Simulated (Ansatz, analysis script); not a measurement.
# Free-standing triangular Mo monolayer, spacing 3.069 Å: spin spirals and exchange, part 2 of 2

Does a spiral lie below the collinear start of a free-standing triangular Mo monolayer, spacing 3.069 Å, and how stiff are the moments?

Ansatz 0.2.0; PBE, PAW set soft_1.

So far. Step 4 (q = (0, 0, 0)): The largest moment is 1.05 μB, against 1.06 μB in the collinear run. Step 5 (q = (0.083, 0, 0)): The energy of the cell lies 6.19 meV below that at q = 0, and the largest moment is 1.09 μB against 1.05 μB.

### 6. q = (0.083, 0.083, 0)

Level of this step: Ansatz DFT, spin spiral by the generalised Bloch theorem, no spin-orbit coupling; PBE, PAW set soft_1; PAW set soft_1 (Ansatz).

File input.yaml:

```yaml
crystal:
  lattice:
    - [3.069, 0.0, 0.0]
    - [-1.5345, 2.657832, 0.0]
    - [0.0, 0.0, 14.0]
  atoms:
    - { symbol: Mo, position: [0.0, 0.0, 0.5], spin: 1.06, spin_axis: [1.0, 0.0, 0.0] }
kpoints:
  mp_grid: { grid: [24, 24, 1] }
hamiltonian:
  xc: pbe
  pseudopotentials: { kind: paw, azcp: { folder: soft_1 } }
scf:
  occupations: { method: fermi_dirac, width: 0.1 }
  max_iter: 120
  convergence: { dr2_threshold: 1.0e-08 }
  lower_state_search: "off"
basis:
  ecutwfc: 420.0
magnetization:
  noncollinear: true
  spin_spiral: { q: [0.08333333, 0.08333333, 0.0] }
checkpoint:
  read: start
```

Launch:

```sh
ansatz run input.yaml --threads 1 --pin off --max-ram 2048MiB --backend cpu --events-out ev --progress --plain --runs-dir out
```

Numbers of over 12 decimals in the logs are rounded to 6 here.

Output:

```text
[...]
Crystal: 1 atoms, lattice volume = 114.196 Å³
Basis set: ecut = 420 eV, 2207 PW (Γ)
Bands: 22, of which v1, the nominal top of the filled ones, is band 14 counted from 1 (13 counted from 0)
Symmetry: 4 space group operations
k-points: 157 of 576
[...]
SCF iter   8: F=-4952.269825 eV  HF=-4952.269825 eV  |F-HF|=3.77e-9  |Δ(HF+E_count)|=   1.41e-7  Δρ=3.34e-6  dr2=9.37e-9  dr2_m=1.43e-9  ethr=7.14e-11  |M|=1.49e0 ∫|m|=1.51e0 μB  |m|>n=2.5e-2 m-floor=2.5e-2 τ_xc=9.5e-3 mc-row=2.5e-2 uncertified=73  ⟨swp⟩=1.0  Hψ=9860  notcnv=0
SCF 1 converged in 8 iterations: F = -4952.269825 eV  dr2 = 9.37e-9
[...]
SCF converged after 8 iterations
Magnetization: |M| = 1.4942 μB,  M = (+1.4942, +0.0000, +0.0000) μB
Absolute magnetization: 1.5134 μB (∫|m|, with the PAW one-centre terms)
  site 0: m = (+1.1553, +0.0000, +0.0000) μB, |m| = 1.1553 μB  (R = 1.27 Å)
Free energy (F): -4952.269825 eV
[...]
Internal energy: -4952.189511 eV  (E = F + TS)
E sigma→0 (E₀):  -4952.229668 eV
Entropy (-TS):   -0.080314 eV (-80.314 meV/atom)
Fermi energy:    -1.201113 eV
[...]
```

The job ended after 58 s (1 thread of Arm Neoverse V2, shared host; peak memory 0.93 GiB).

The energy of the cell lies 18.0 meV below that at q = 0, and the largest moment is 1.16 μB against 1.05 μB.

### 7. q = (0.333, 0, 0)

Changes to input.yaml since step 6:

```diff
@@ -21,3 +21,3 @@
   noncollinear: true
-  spin_spiral: { q: [0.08333333, 0.08333333, 0.0] }
+  spin_spiral: { q: [0.33333333, 0.0, 0.0] }
 checkpoint:
```

Output:

```text
[...]
Crystal: 1 atoms, lattice volume = 114.196 Å³
Basis set: ecut = 420 eV, 2207 PW (Γ)
Bands: 22, of which v1, the nominal top of the filled ones, is band 14 counted from 1 (13 counted from 0)
Symmetry: 4 space group operations
k-points: 157 of 576
[...]
SCF iter  12: F=-4952.380674 eV  HF=-4952.380674 eV  |F-HF|=2.54e-10  |Δ(HF+E_count)|=   5.07e-8  Δρ=1.62e-6  dr2=9.03e-10  dr2_m=7.87e-10  ethr=1.41e-11  |M|=2.34e0 ∫|m|=2.59e0 μB  |m|>n=1.9e-2 m-floor=1.9e-2 τ_xc=4.5e-2 mc-row=1.9e-2 uncertified=7  ⟨swp⟩=3.6  Hψ=8745  notcnv=0
SCF 1 converged in 12 iterations: F = -4952.380674 eV  dr2 = 9.03e-10
[...]
SCF converged after 12 iterations
Magnetization: |M| = 2.3404 μB,  M = (+2.3404, +0.0000, +0.0000) μB
Absolute magnetization: 2.5916 μB (∫|m|, with the PAW one-centre terms)
  site 0: m = (+2.1025, +0.0000, +0.0000) μB, |m| = 2.1025 μB  (R = 1.27 Å)
Free energy (F): -4952.380674 eV
[...]
Internal energy: -4952.319389 eV  (E = F + TS)
E sigma→0 (E₀):  -4952.350032 eV
Entropy (-TS):   -0.061285 eV (-61.285 meV/atom)
Fermi energy:    -1.125755 eV
[...]
```

Elapsed: 86 s, on 1 thread; peak memory 0.95 GiB.

The energy of the cell lies 129 meV below that at q = 0, and the largest moment is 2.10 μB against 1.05 μB.

### 8. q = (0.5, 0, 0)

Changes to input.yaml since step 7:

```diff
@@ -21,3 +21,3 @@
   noncollinear: true
-  spin_spiral: { q: [0.33333333, 0.0, 0.0] }
+  spin_spiral: { q: [0.5, 0.0, 0.0] }
 checkpoint:
```

Output:

```text
[...]
Crystal: 1 atoms, lattice volume = 114.196 Å³
Basis set: ecut = 420 eV, 2207 PW (Γ)
Bands: 22, of which v1, the nominal top of the filled ones, is band 14 counted from 1 (13 counted from 0)
Symmetry: 4 space group operations
k-points: 157 of 576
[...]
SCF iter  12: F=-4952.476940 eV  HF=-4952.476940 eV  |F-HF|=3.73e-10  |Δ(HF+E_count)|=   1.55e-8  Δρ=7.79e-7  dr2=1.18e-10  dr2_m=2.09e-10  ethr=5.26e-11  |M|=2.39e0 ∫|m|=2.91e0 μB  |m|>n=1.7e-2 m-floor=1.7e-2 τ_xc=1.0e-2 mc-row=1.7e-2 uncertified=1  ⟨swp⟩=1.0  Hψ=9947  notcnv=0
SCF 1 converged in 12 iterations: F = -4952.476940 eV  dr2 = 1.18e-10
[...]
SCF converged after 12 iterations
Magnetization: |M| = 2.3870 μB,  M = (+2.3870, +0.0000, +0.0000) μB
Absolute magnetization: 2.9070 μB (∫|m|, with the PAW one-centre terms)
  site 0: m = (+2.3733, +0.0000, +0.0000) μB, |m| = 2.3733 μB  (R = 1.27 Å)
Free energy (F): -4952.476940 eV
[...]
Internal energy: -4952.420395 eV  (E = F + TS)
E sigma→0 (E₀):  -4952.448668 eV
Entropy (-TS):   -0.056545 eV (-56.545 meV/atom)
Fermi energy:    -1.052427 eV
[...]
```

Run time: 89 s. Hardware: 1 thread; peak memory 0.97 GiB.

The energy of the cell lies 225 meV below that at q = 0, and the largest moment is 2.37 μB against 1.05 μB.

The other 7 runs of this kind were made alike; their results stand in the table below.

### 9. Analysis

```
q (reciprocal lattice)  path length (1/Å)  E(q) − E(0) (meV a magnetic atom)  |m| Mo no. 1 (μB)
             (0, 0, 0)              0.000                               0.00               1.05
         (0.083, 0, 0)              0.197                              -6.19               1.09
         (0.167, 0, 0)              0.394                             -23.45               1.19
         (0.333, 0, 0)              0.788                            -128.83               2.10
         (0.417, 0, 0)              0.985                            -200.50               2.31
           (0.5, 0, 0)              1.182                            -225.10               2.37
     (0.417, 0.083, 0)              1.379                            -227.11               2.38
      (0.417, 0.25, 0)              1.773                            -272.46               2.53
     (0.333, 0.333, 0)              1.970                            -293.33               2.58
       (0.25, 0.25, 0)              2.311                            -220.28               2.43
     (0.167, 0.167, 0)              2.652                             -80.91               1.74
     (0.083, 0.083, 0)              2.994                             -17.98               1.16
             (0, 0, 0)              3.335                               0.00               1.05
```

### 10. Summary of results

| Quantity | Value |
| --- | --- |
| lowest point of the path | q = (0.333, 0.333, 0), -293 meV a magnetic atom from q = 0 |
| highest point | 0 meV a magnetic atom |

What this shows: The state at q = (0.333, 0.333, 0) lies 293 meV a magnetic atom below the ferromagnetic start, so that start is not the lowest state. The moments change by at most 147 % from their size at q = 0, so they are itinerant and a model of rigid spins is rough. No spin model is given, since the moments change too much along the path. The 12 spiral runs took 18 min of wall time, added up. Energies are free energies at a smearing of 0.1 eV, and with partly filled levels differences shift, at times strongly, as the smearing goes to zero. The cell was taken as built, with atoms unrelaxed. In doubt: the program's search for lower states was switched off, so a lower magnetic state than those reached may exist.

[Logs and program files are shortened in this print: banners, set-up blocks, solver, clock and traceback lines can be left out without a mark of their own.]

[Logs are printed without paths, hosts, clocks, repeated set-up lines and the standing remarks that a program may print on its own settings, such as how far it seeks lower states.]

[Hosts, paths, dates, database ids (printed as entryN), source tags and the programs' standing remarks are cut or masked in the printed files.]
